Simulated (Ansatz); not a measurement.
**Heat carried by phonons in BN (F-43m)**

Aim: the lattice thermal conductivity of BN against temperature, and which phonons carry it. The starting cell is a computed one from a database.

Experimental results on record:
- thermal conductivity 760 W/m/K near room temperature (given in “Combining the AFLOW GIBBS and Elastic Libraries to efficiently and robustly screen thermo-mechanical properties of solids”, 2017, arXiv:1611.05714)

Calculated with Ansatz 0.2.0; DFT LDA, scalar-relativistic, plane waves, PAW; PAW set soft_1.

### 1. Set-up

Symmetry: F-43m, No. 216, cubic system. Conventional cell: a = 3.626 Å, b = 3.626 Å, c = 3.626 Å, α = 90.00°, β = 90.00°, γ = 90.00°. B has 4 N at 1.57 Å nearest. N has 4 B at 1.57 Å nearest. Farther neighbours and most contacts between anions are not listed.

### 2. A first coarse run

Before spending time, one coarse run tells the gap and the pressure of the starting cell.

input.yaml

```yaml
crystal:
  lattice:
    - [0.0, 1.813001, 1.813001]
    - [1.813001, 0.0, 1.813001]
    - [1.813001, 1.813001, 0.0]
  atoms:
    - { symbol: B, position: [0.0, 0.0, 0.0] }
    - { symbol: "N", position: [0.75, 0.75, 0.75] }
kpoints:
  mp_grid: { grid: [8, 8, 8] }
hamiltonian:
  xc: lda
  pseudopotentials: { kind: paw, azcp: { folder: soft_1 }, xc_functional: pbe }
scf:
  occupations: { method: gaussian, width: 0.1 }
  lower_state_search: "off"
output:
  forces: true
  stress: true
  eigenvalues: true
```

Launch:

```sh
$ ansatz run input.yaml --threads 18 --pin off --max-ram 92160MiB --backend cuda --events-out ev --progress --plain --runs-dir out --max-vram 78GiB
```

Numbers of over 12 decimals in the logs are rounded to 6 here.

What it wrote:

```text
Engine: ansatz 0.2.0, aarch64-unknown-linux-gnu
Pseudopotentials: kind: paw
Pseudopotential: B, paw, valence charge 3, recommended cutoff 420 eV (normal), soft_1/B.paw.azcp
Pseudopotential: N, paw, valence charge 5, recommended cutoff 420 eV (normal), soft_1/N.paw.azcp
Functional definition: SPW92
  exchange = slater_x
  correlation = pw_c
device memory: the entry about to start is reckoned to put 0.5 GiB on a device that reports 126.7 GiB free (of which the cap on the GPU budget leaves the run 78.0 GiB)
GPU FFT provider: cuFFT
GPU libraries: cuBLAS 13.8.1, cuFFT 12.4.0, cuSOLVER 12.3.2
GPU matrix products: emulated (plane waves: as basis.precision tells), large ones in fixed point in workspaces of 1.00 GiB
Crystal: 2 atoms, lattice volume = 11.919 Å³
Basis set: ecut = 420 eV, 259 PW (Γ)
Bands: 8, of which v1, the nominal top of the filled ones, is band 4 counted from 1 (3 counted from 0)
Symmetry: 24 space group operations
Space group: F-43m (ITA 216), of the structure as read, at distance tolerance 2.3e-5 Å
k-points: 29 of 512 (time reversal used)
Non-local potential: B, projectors of the file, l = 0: 2, l = 1: 2, l = 2: 1
Non-local potential: N, projectors of the file, l = 0: 2, l = 1: 2, l = 2: 1
PAW form: soft (Blöchl's): semilocal exchange-correlation on the pseudo side does not see the compensation charge
PAW frozen core: B, regenerated for the run's functional, and the local potential with it (the file was generated under x = pbe(κ = 0.804, μ = 0.219515), c = pbe(β = 0.066725))
PAW frozen core: N, regenerated for the run's functional, and the local potential with it (the file was generated under x = pbe(κ = 0.804, μ = 0.219515), c = pbe(β = 0.066725))
PAW one-centre angular grid: B, 110 points (default); XC on 64 Gauss nodes
PAW one-centre angular grid: N, 110 points (default); XC on 64 Gauss nodes
Initial density: superposition of atomic densities (chi_scale 0.1, normalization cell, long waves kept (reshape's long-wave potential 0.00 eV rms))
Initial wavefunctions: pseudopotential atomic-orbital guess
GPU buffer pool allocated for 5832 grid points (all kernels)
GPU transforms: local potential and band sums: pruned to the plane-wave sphere, on 18×18×18
Functional: x = slater, c = lda
SCF iter   1: F=—  HF=-527.165246 eV  |F-HF|=—  |Δ(HF+E_count)|=         —  Δρ=1.41e-1  dr2=1.92e0  ethr=3.10e-3  ⟨swp⟩=4.0  Hψ=1519  notcnv=0
preconditioner: auto → none  [insulator: Δε(μ)=5.762 eV  Ē_g=20.087 eV  σ=0.100 eV  W_gap=1.00  n_scr=0 (ndim 8)  ℏωp=30.4 eV  f_vac=0.000  D(μ)=0.00/eV (n_scr^D=0)  ε∞_Penn≈3.3]
SCF iter   2: F=—  HF=-526.532488 eV  |F-HF|=—  |Δ(HF+E_count)|=   6.33e-1  Δρ=6.34e-2  dr2=2.68e-1  ethr=3.10e-3  ⟨swp⟩=2.1  Hψ=686  notcnv=0
SCF iter   3: F=—  HF=-526.460046 eV  |F-HF|=—  |Δ(HF+E_count)|=   7.24e-2  Δρ=2.16e-2  dr2=3.43e-2  ethr=3.10e-3  ⟨swp⟩=3.0  Hψ=453  notcnv=0
SCF iter   4: F=—  HF=-526.450240 eV  |F-HF|=—  |Δ(HF+E_count)|=   9.81e-3  Δρ=2.81e-3  dr2=3.26e-4  ethr=4.29e-4  ⟨swp⟩=2.9  Hψ=457  notcnv=0
SCF iter   5: F=—  HF=-526.450223 eV  |F-HF|=—  |Δ(HF+E_count)|=   1.63e-5  Δρ=1.88e-4  dr2=1.92e-6  ethr=4.08e-6  ⟨swp⟩=1.1  Hψ=470  notcnv=0
SCF iter   6: F=—  HF=-526.450236 eV  |F-HF|=—  |Δ(HF+E_count)|=   1.25e-5  Δρ=2.88e-5  dr2=2.57e-8  ethr=1.25e-9  ⟨swp⟩=5.7  Hψ=1200  notcnv=0
SCF iter   7: F=-526.450236 eV  HF=-526.450236 eV  |F-HF|=4.22e-9  |Δ(HF+E_count)|=   6.46e-9  Δρ=1.39e-5  dr2=6.66e-9  ethr=3.22e-10  ⟨swp⟩=2.1  Hψ=767  notcnv=0
SCF 1 converged in 7 iterations: F = -526.450236 eV  dr2 = 6.66e-9
  greatest PAW one-centre occupation: 0.780 electrons in one spin orbital (limit 2), on the N atom at site 1 (counted from 0), in its partial waves of l = 0
SCF converged after 7 iterations
Free energy (F): -526.450236 eV
Harris-Foulkes:  -526.450236 eV  (|F-HF|=4.22e-9)
Internal energy: -526.450236 eV  (E = F + TS)
E sigma→0 (E₀):  -526.450236 eV
Fermi energy:    12.938741 eV
--- Per-component energies (eV) ---
  E_band       = 23.920353
  E_kinetic    = 182.658573
  E_local      = -160.966182  (includes V_loc(G=0)·N_el)
  E_nonlocal   = 43.959142
  E_hartree    = 48.750884
  E_xc         = -92.213454
  E_vxc        = -114.458348  (∫ρ·V_xc dr)
  E_paw        = -191.468798  (= ΣΔE_a)
  E_vpaw       = -24.776126  (= ΣTr[D̂ρ^β])
  E_aug_tail   = 0.000962  (compensation charges beyond the density's cutoff)
  E_ewald      = -357.297240
  E_core_change = 0.125878  (= ΣΔE_core)
  E_smearing   = -0.000000  (= −TS)
  E_closure    = 0.000000  (closes the sum)
  Σ components = -526.450236   (vs F -526.450236, Δ=0.00e0)
--- Forces (eV/Å), atoms counted from 1 ---
  atom   1  B     -0.00000000    -0.00000000     0.00000000
  atom   2  N      0.00000000     0.00000000     0.00000000
  max |Σ_I F_I| component: 4.81e-16 eV/Å
--- Stress (GPa, compression-positive) ---
      -14.389031       0.000000      -0.000000
        0.000000     -14.389031       0.000000
       -0.000000       0.000000     -14.389031
  P = ⅓ Tr σ = -14.3890 GPa (-143.890 kbar)
--- Band table (eV; the first three rows and the last of 29) ---
  k-point 0: bands = ["-9.2055", "10.7664", "10.7664", "10.7664", "19.4146", "19.4146", "19.4146", "21.0317"]
  k-point 1: bands = ["-8.8275", "8.9172", "10.3879", "10.3879", "19.7987", "19.9784", "19.9784", "22.1712"]
  k-point 2: bands = ["-7.7288", "5.3510", "9.6435", "9.6435", "20.2968", "20.9175", "20.9175", "24.1144"]
  k-point 28: bands = ["-3.2755", "3.3014", "3.8129", "4.2713", "20.1669", "23.8720", "24.9625", "25.2810"]
```

It took 0.94 s on 1 × NVIDIA GB200 with 18 threads of Arm Neoverse V2, shared host; peak memory 0.97 GiB.

A gap read on the k-mesh alone can miss the band edges.

Numbers from this step:

```
pressure          : -14.39 GPa
gap on the k-mesh : 4.345 eV
volume per atom   : 5.959 Å³/atom
```

The start is under -14 GPa at this level and looks like an insulator or semiconductor on this mesh.

### 3. A loose first relaxation

The start is far from rest, so a relaxation with loose thresholds first brings it near the minimum.

input.yaml: that of step 2 with these lines changed.

```diff
@@ -9,3 +9,3 @@
 kpoints:
-  mp_grid: { grid: [8, 8, 8] }
+  mp_grid: { grid: [10, 10, 10] }
 hamiltonian:
@@ -20 +20,6 @@
   eigenvalues: true
+relax:
+  adjacent_minimum: "off"
+  f_tol: 0.05
+  max_steps: 80
+  cell: { stress_tol: 0.5 }
```

What it wrote:

```text
[...]
Crystal: 2 atoms, lattice volume = 11.919 Å³
Basis set: ecut = 420 eV, 259 PW (Γ)
Bands: 8, of which v1, the nominal top of the filled ones, is band 4 counted from 1 (3 counted from 0)
Symmetry: 24 space group operations
[...]
k-points: 47 of 1000 (time reversal used)
[...]
SCF iter   1: F=—  HF=-527.165264 eV  |F-HF|=—  |Δ(HF+E_count)|=         —  Δρ=1.41e-1  dr2=1.92e0  ethr=3.10e-3  ⟨swp⟩=4.0  Hψ=2453  notcnv=0
[...]
SCF iter   2: F=—  HF=-526.532632 eV  |F-HF|=—  |Δ(HF+E_count)|=   6.33e-1  Δρ=6.34e-2  dr2=2.68e-1  ethr=3.10e-3  ⟨swp⟩=2.1  Hψ=1112  notcnv=0
[...]
SCF iter   7: F=-526.450397 eV  HF=-526.450397 eV  |F-HF|=1.46e-11  |Δ(HF+E_count)|=  1.18e-10  Δρ=7.31e-7  dr2=3.48e-11  ethr=7.26e-11  ⟨swp⟩=2.0  Hψ=1128  notcnv=0
SCF 1 converged in 7 iterations: F = -526.450397 eV  dr2 = 3.48e-11
[...]
relax step   1: F+E_penalty+E_count = -526.45039673 eV  Δ(F+E_penalty+E_count) = +0.000e0 eV  max|allowed force component| = 3.978e-16 eV/Å  Δτ_max = 0.0000 Å  P = -14.380 GPa  Ω = 11.919 Å³  (7 SCF iters, dr2 threshold 1.00e-7 eV, accepted)
[...]
Crystal: 2 atoms, lattice volume = 11.657 Å³
[...]
iter 1 solved again at ethr=4.08e-5 eV; its pass at ethr=3.10e-3 eV (dr2=3.26e-3 eV) is discarded
[...]
SCF iter   2: F=—  HF=-526.468711 eV  |F-HF|=—  |Δ(HF+E_count)|=   1.12e-3  Δρ=2.08e-3  dr2=3.87e-4  ethr=4.00e-5  ⟨swp⟩=2.5  Hψ=566  notcnv=0
[...]
SCF iter   5: F=-526.468580 eV  HF=-526.468580 eV  |F-HF|=5.35e-11  |Δ(HF+E_count)|=   1.31e-8  Δρ=2.94e-6  dr2=4.10e-10  ethr=2.50e-9  ⟨swp⟩=5.0  Hψ=1825  notcnv=0
SCF 2 converged in 5 iterations: F = -526.468580 eV  dr2 = 4.10e-10
[...]
relax step   2: F+E_penalty+E_count = -526.46858025 eV  Δ(F+E_penalty+E_count) = -1.818e-2 eV  max|allowed force component| = 1.226e-16 eV/Å  Δτ_max = 0.0000 Å  P = -6.147 GPa  Ω = 11.657 Å³  energy of the carried Pulay correction = +1.331e-3 eV  (5 SCF iters, dr2 threshold 2.00e-7 eV, accepted)
[...]
Crystal: 2 atoms, lattice volume = 11.470 Å³
Basis set: ecut = 420 eV, 229 PW (Γ)
[...]
SCF iter   5: F=-526.473024 eV  HF=-526.473024 eV  |F-HF|=3.75e-11  |Δ(HF+E_count)|=   6.57e-9  Δρ=1.45e-6  dr2=1.04e-10  ethr=2.48e-9  ⟨swp⟩=3.0  Hψ=1243  notcnv=0
SCF 3 converged in 5 iterations: F = -526.473024 eV  dr2 = 1.04e-10
[...]
relax step   3: F+E_penalty+E_count = -526.47302392 eV  Δ(F+E_penalty+E_count) = -4.444e-3 eV  max|allowed force component| = 1.827e-16 eV/Å  Δτ_max = 0.0000 Å  P = +0.303 GPa  Ω = 11.470 Å³  energy of the carried Pulay correction = +2.306e-3 eV  (5 SCF iters, dr2 threshold 2.00e-7 eV, accepted)
[...]
SCF iter   1: F=—  HF=-526.471156 eV  |F-HF|=—  |Δ(HF+E_count)|=         —  Δρ=2.67e-4  dr2=1.08e-6  ethr=1.26e-8  ⟨swp⟩=3.3  Hψ=3642  notcnv=0
[...]
SCF iter   2: F=—  HF=-526.471156 eV  |F-HF|=—  |Δ(HF+E_count)|=   1.98e-7  Δρ=1.29e-4  dr2=2.70e-7  ethr=1.26e-8  ⟨swp⟩=2.0  Hψ=553  notcnv=0
[...]
SCF iter   4: F=-526.471156 eV  HF=-526.471156 eV  |F-HF|=1.47e-11  |Δ(HF+E_count)|=   1.37e-8  Δρ=3.48e-6  dr2=3.58e-10  ethr=2.50e-11  ⟨swp⟩=3.0  Hψ=1414  notcnv=0
SCF 4 converged in 4 iterations: F = -526.471156 eV  dr2 = 3.58e-10
relax step   4: F+E_penalty+E_count = -526.47115644 eV  Δ(F+E_penalty+E_count) = +1.867e-3 eV  max|allowed force component| = 1.503e-16 eV/Å  Δτ_max = 0.0000 Å  P = -0.025 GPa  Ω = 11.470 Å³  stress off target by 2.55e-2 GPa  SCF on the basis re-selected at this cell (its energy is not comparable with the rows above)  (4 SCF iters)
basis re-selected at this cell: Δ(F+E_penalty+E_count) = +1.867e-3 eV, ΔP = -0.329 GPa vs the last step (what re-selecting the basis moved, of the pressure what is left beyond the Pulay correction that the steps carried, after the strain that the cell walked since its last selection, with what the two solves' SCF thresholds leave and, on support functions, any second-order correction that the steps lacked; it is no m [...]
SCF converged after 4 iterations
Free energy (F): -526.471156 eV
[...]
Internal energy: -526.471156 eV  (E = F + TS)
E sigma→0 (E₀):  -526.471156 eV
Fermi energy:    13.583177 eV
[...]
--- Stress (GPa, compression-positive) ---
       -0.025453      -0.000000      -0.000000
       -0.000000      -0.025453      -0.000000
       -0.000000      -0.000000      -0.025453
  P = ⅓ Tr σ = -0.0255 GPa (-0.255 kbar)
--- Band table (eV; the first three rows and the last of 47) ---
[...]
--- Relaxed structure (3 steps of the walk, 3 accepted, 1 SCFs on fresh bases) ---
  F+E_penalty+E_count = -526.47115644 eV   max|allowed force component| = 1.503e-16 eV/Å   (the final SCF, on the basis selected at the relaxed cell)
  cell:  # Å, volume = 11.4695 Å³
    - [0, 1.789941, 1.789941]
    - [1.789941, 0, 1.789941]
    - [1.789941, 1.789941, 0]
  atoms:
    - { symbol: B, position: [0, 0, 0] }
    - { symbol: N, position: [0.75, 0.75, 0.75] }
```

The job ended after 3.5 s (1 × NVIDIA GB200 with 18 threads; peak memory 0.95 GiB).

Relaxation path:

```
step  energy less that of the first step (eV)  largest force component (eV/Å)  pressure (GPa)  volume (Å³)
   1                                   0.0000                          0.0000          -14.38        11.92
   2                                  -0.0182                          0.0000           -6.15        11.66
   3                                  -0.0226                          0.0000            0.30        11.47
  4*                                  -0.0208                          0.0000           -0.03        11.47
```

Relaxation steps marked * repeat the geometry before them on a plane-wave basis chosen anew for their cell, so energy and pressure can jump there.

The run keeps the 24 symmetry operations that it works with, so distortions that break them were not tested.

| conventional cell, symmetrised | before | after | change |
| --- | --- | --- | --- |
| a (Å) | 3.626 | 3.580 | -1.3 % |
| b (Å) | 3.626 | 3.580 | -1.3 % |
| c (Å) | 3.626 | 3.580 | -1.3 % |
| volume (Å³/atom) | 5.96 | 5.73 | -3.8 % |

Final coordinates:

```xyz
2
Lattice="0.0000 1.7899 1.7899 1.7899 0.0000 1.7899 1.7899 1.7899 0.0000" Properties=species:S:1:pos:R:3 pbc="T T T"
B     0.0000    0.0000    0.0000
N     2.6849    2.6849    2.6849
```

Numbers from this step:

```
pressure          : -0.02545 GPa
gap on the k-mesh : 4.389 eV
volume per atom   : 5.735 Å³/atom
```

The relaxation ends with a pressure of -0.03 GPa.

### 4. Finding the static equilibrium

Phonons are second derivatives about a minimum, so cell and atoms are relaxed first, inside the symmetry of the start.

input.yaml, the sections that differ from step 3:

```yaml
crystal:
  lattice:
    - [0.0, 1.78994121, 1.78994121]
    - [1.78994121, 0.0, 1.78994121]
    - [1.78994121, 1.78994121, 0.0]
  atoms:
    - { symbol: B, position: [0.0, 0.0, 0.0] }
    - { symbol: "N", position: [0.75, 0.75, 0.75] }
kpoints:
  mp_grid: { grid: [12, 12, 12] }
scf:
  occupations: { method: gaussian, width: 0.02 }
  lower_state_search: "off"
relax:
  adjacent_minimum: "off"
  f_tol: 0.005
  max_steps: 80
  cell: { stress_tol: 0.05 }
# hamiltonian, output: as in step 3
```

What it wrote:

```text
[...]
GPU FFT provider: cuFFT
GPU libraries: cuBLAS 13.8.1, cuFFT 12.4.0, cuSOLVER 12.3.2
[...]
Crystal: 2 atoms, lattice volume = 11.470 Å³
Basis set: ecut = 420 eV, 229 PW (Γ)
Bands: 8, of which v1, the nominal top of the filled ones, is band 4 counted from 1 (3 counted from 0)
Symmetry: 24 space group operations
[...]
P = ⅓ Tr σ = -0.0186 GPa (-0.186 kbar)
--- Band table (eV; the first three rows and the last of 72) ---
[...]
--- Relaxed structure (1 steps of the walk, 1 accepted, 1 SCFs on fresh bases) ---
[...]
cell:  # Å, volume = 11.4695 Å³
    - [0.0, 1.78994121, 1.78994121]
    - [1.78994121, 0.0, 1.78994121]
    - [1.78994121, 1.78994121, 0.0]
  atoms:
    - { symbol: B, position: [0.0, 0.0, 0.0] }
    - { symbol: N, position: [0.750000, 0.750000, 0.750000] }
[key lines of the parts left out:]
SCF converged after 2 iterations
Free energy (F): -526.471162 eV
Fermi energy:    13.583165 eV
```

It took 2.1 s on 1 × NVIDIA GB200 with 18 threads; peak memory 0.99 GiB.

Little changed from the start: no atom moved by 0.005 Å and no cell edge by 0.1 %.

This step gave:

| Item | Value |
| --- | --- |
| pressure | -0.01863 GPa |

### 5. Relaxing to small residual forces and stress

The thresholds are tightened for a last relaxation ahead of the phonons, and where mesh or smearing change with them the cell follows.

input.yaml, the sections that differ from step 4:

```yaml
scf:
  occupations: { method: fixed }
  lower_state_search: "off"
relax:
  adjacent_minimum: "off"
  f_tol: 0.001
  max_steps: 60
  cell: { stress_tol: 0.01 }
# crystal, kpoints, hamiltonian, output: as in step 4
```

What it wrote:

```text
[...]
GPU FFT provider: cuFFT
GPU libraries: cuBLAS 13.8.1, cuFFT 12.4.0, cuSOLVER 12.3.2
[...]
Crystal: 2 atoms, lattice volume = 11.470 Å³
Basis set: ecut = 420 eV, 229 PW (Γ)
Bands: 8, of which v1, the nominal top of the filled ones, is band 4 counted from 1 (3 counted from 0)
Symmetry: 24 space group operations
[...]
P = ⅓ Tr σ = -0.0080 GPa (-0.080 kbar)
--- Band table (eV; the first three rows and the last of 72) ---
[...]
--- Relaxed structure (2 steps of the walk, 2 accepted, 1 SCFs on fresh bases) ---
[...]
cell:  # Å, volume = 11.4692 Å³
    - [0, 1.789926, 1.789926]
    - [1.789926, 0, 1.789926]
    - [1.789926, 1.789926, 0]
  atoms:
    - { symbol: B, position: [0, 0, 0] }
    - { symbol: N, position: [0.750000, 0.750000, 0.750000] }
[key lines of the parts left out:]
SCF converged after 4 iterations
Free energy (F): -526.471163 eV
Fermi energy:    11.389176 eV
```

The job ended after 1.8 s (1 × NVIDIA GB200 with 18 threads; peak memory 0.97 GiB).

Little changed from the start: no atom moved by 0.005 Å and no cell edge by 0.1 %.

This step gave:

| Quantity | Value |
| --- | --- |
| pressure | -0.008019 GPa |

The residual pressure is -0.0080 GPa, small enough for phonons.

(Continued in part 2 of 3.)

[Logs are printed without paths, hosts, clocks, repeated set-up lines and the standing remarks that a program may print on its own settings, such as how far it seeks lower states.]

[Hosts, paths, dates, database ids (printed as entryN), source tags and the programs' standing remarks are cut or masked in the printed files.]

[A step with changed settings may run another functional than the one named; its input shows which.]
